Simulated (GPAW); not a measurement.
# How the form of the self-energy moves the gap of NaHF2 (R-3m)

How much does the gap of NaHF2 (R-3m) depend on the approximation to the self-energy?

Main program and level: GPAW 26.7.0; LDA and many-body steps on it, plane waves.

This is a report of a sequence of runs, with most program output left out.

**1. Set-up**

The structure is trigonal, space group R-3m (No. 166). Conventional cell: a = 3.474 Å, b = 3.474 Å, c = 13.750 Å, α = 90.00°, β = 90.00°, γ = 120.00°. Nearest to Na lie 6 F at 2.32 Å. Nearest to H lie 2 F at 1.13 Å. F has 1 H at 1.13 Å and 3 Na at 2.32 Å nearest. Farther neighbours and most contacts between anions are not listed.

Coordinates:

```
Na H F
1.0
     1.73700    1.00286    4.58333
    -1.73700    1.00286    4.58333
     0.00000   -2.00571    4.58333
Na H F
1 1 2
Direct
  0.00000 0.00000 0.00000
  0.50000 0.50000 0.50000
  0.41760 0.41760 0.41760
  0.58240 0.58240 0.58240
```

The cell and positions come from the Crystallography Open Database and are kept as given unless a step says otherwise.

**2. Empty states on the mesh, 4×4×4 mesh, 118 bands**

This step: GPAW 26.7.0; DFT, LDA, plane waves, PAW.

The sums over transitions need many empty states on a uniform mesh; this step solves for them.

Contents of run.py:

```python
import json
import numpy as np
from gpaw.mpi import world
from gpaw import GPAW

calc = GPAW('gs.gpw').fixed_density(kpts={'size': (4, 4, 4), 'gamma': True},
    parallel={'domain': 1, 'band': 1},
    txt='nscf.txt')
calc.diagonalize_full_hamiltonian(nbands=118)
calc.write('full.gpw', mode='all')
res = {}
kpts = calc.get_ibz_k_points()
res['kpts'] = kpts
res['eigenvalues'] = [calc.get_eigenvalues(kpt=k) for k in range(len(kpts))]
res['n_electrons'] = calc.get_number_of_electrons()

if world.rank == 0:
    with open('result.json', 'w') as f:
        json.dump(res, f, default=lambda x: x.tolist())
```

The run is started by

```
$ mpirun -n 4 gpaw python run.py
```

The job ended after 23 s (4 MPI ranks of Arm Neoverse V2, shared host; peak memory 1.5 GiB).

Numbers from this step:

- gap: 6.595 eV
- k of the valence top: 0.5, 0.5, 0.5
- k of the conduction bottom: 0, 0, 0
- least direct gap: 6.763 eV
- k points computed: 13
- lowest point of the top converged band, above the valence top: 96.4442 eV

On this mesh the gap is 6.595 eV.

**3. G0W0, Godby-Needs plasmon pole**

G0W0 replaces the xc potential by the self-energy, built once from these orbitals. Only a window of levels is corrected, while the sums run over the empty bands that the input names.

This step: G0W0 with a vertex from the rALDA kernel on LDA, plane waves, PAW.

Contents of run.py:

```python
import json
import numpy as np
from gpaw.mpi import world
from gpaw.response.g0w0 import G0W0

gw = G0W0('full.gpw',
    filename='gw',
    kpts=[0, 12],
    bands=(9, 13),
    ecut=100,
    nbands=108,
    integrate_gamma='WS',
    ppa=True,
    xc='rALDA',
    fxc_mode=None,
    fxc_modes=['GWP', 'GWS', 'GWG'],
    do_GW_too=True)
gw.calculate()
res = {mode: {k: v for k, v in r.items() if k != 'sigma_eskwn'}
       for mode, r in gw.all_results.items()}

if world.rank == 0:
    with open('result.json', 'w') as f:
        json.dump(res, f, default=lambda x: x.tolist())
```

The run is started by

```
$ mpirun -n 4 gpaw python run.py
```

It took 3.5 min on 4 MPI ranks; peak memory 3.6 GiB.

This step gave:

```
gap with the vertex in the polarisability    : 10.74 eV
gap with the vertex in the self-energy       : 11.66 eV
gap with the vertex in both                  : 11.32 eV
G0W0 gap on the points computed              : 11.14 eV
least direct G0W0 gap on the computed points : 11.14 eV
Z at the valence top                         : 0.8352
Z at the conduction bottom                   : 0.9134
starting gap on the mesh                     : 6.595 eV
k of the valence top                         : 0, 0, 0
k of the conduction bottom                   : 0, 0, 0
```

The gap on the mesh goes from 6.60 eV to 11.14 eV, a correction of +4.54 eV.

**4. G0W0 with rALDA vertex**

run.py, as its differences from that of step 3:

```diff
@@ -9,4 +9,4 @@
     bands=(9, 13),
-    ecut=100,
-    nbands=108,
+    ecut=60,
+    nbands=50,
     integrate_gamma='WS',
@@ -14,5 +14,3 @@
     xc='rALDA',
-    fxc_mode=None,
-    fxc_modes=['GWP', 'GWS', 'GWG'],
-    do_GW_too=True)
+    fxc_mode='GWG')
 gw.calculate()
```

The run is started by

```
$ mpirun -n 4 gpaw python run.py
```

Run time: 62 s. Hardware: 4 MPI ranks; peak memory 2.2 GiB.

Numbers from this step:

```yaml
quasiparticle_gap_on_the_points_computed: 11.55 eV
least_direct_quasiparticle_gap_on_the_computed_points: 11.55 eV
z_at_the_valence_top: 0.8399
z_at_the_conduction_bottom: 0.9242
starting_gap_on_the_mesh: 6.595 eV
k_of_the_valence_top: 0, 0, 0
k_of_the_conduction_bottom: 0, 0, 0
```

Against G0W0 in GPAW (4×4×4 mesh, 108 bands, screening to 100 eV, Godby-Needs plasmon pole), the gap moves by +0.414 eV.

**5. Side by side**

Times are wall times on 4 MPI ranks of Arm Neoverse V2, shared host, good to a factor of about two.

```
                           run   mesh  bands  screening cutoff (eV)  DFT gap (eV)  gap on the mesh (eV)  direct (eV)     time
G0W0, Godby-Needs plasmon pole  4×4×4    108                    100         6.595                11.136       11.136  3.5 min
        G0W0 with rALDA vertex  4×4×4     50                     60         6.595                11.550       11.550     62 s
```

**6. Results**

* G0W0, Godby-Needs plasmon pole: 11.136 eV
* G0W0 with rALDA vertex: 11.550 eV
* known limits: not at the basis limit

**Reading.** G0W0 with rALDA vertex: +0.414 eV against G0W0, Godby-Needs plasmon pole, at other bands or cutoff, so not like for like. With the rALDA kernel as a vertex the gap is 10.74 eV (in the polarisability), 11.66 eV (in the self-energy) and 11.32 eV (in both), against 11.14 eV without. Bands and cutoff are finite, so the gap is not at the basis limit. The miss can reach some tenths of an eV and take either sign; the mesh is an error of its own. These stock PAW sets were not made for GW. In the G0W0 runs levels were corrected at 2 k points alone, so a gap called «on the mesh» is the least over those, and an edge elsewhere would be missed.

[Paths, hosts, dates, memory and timing lines, banners, echoed tables and standing remarks are left out of the program output.]

[Logs are printed without paths, hosts, clocks, repeated set-up lines and the standing remarks that a program may print on its own settings, such as how far it seeks lower states.]

[Runs of the session that timed out or met a known fault of the program may be left out.]

[Hosts, paths, dates, database ids (printed as entryN), source tags and the programs' standing remarks are cut or masked in the printed files.]
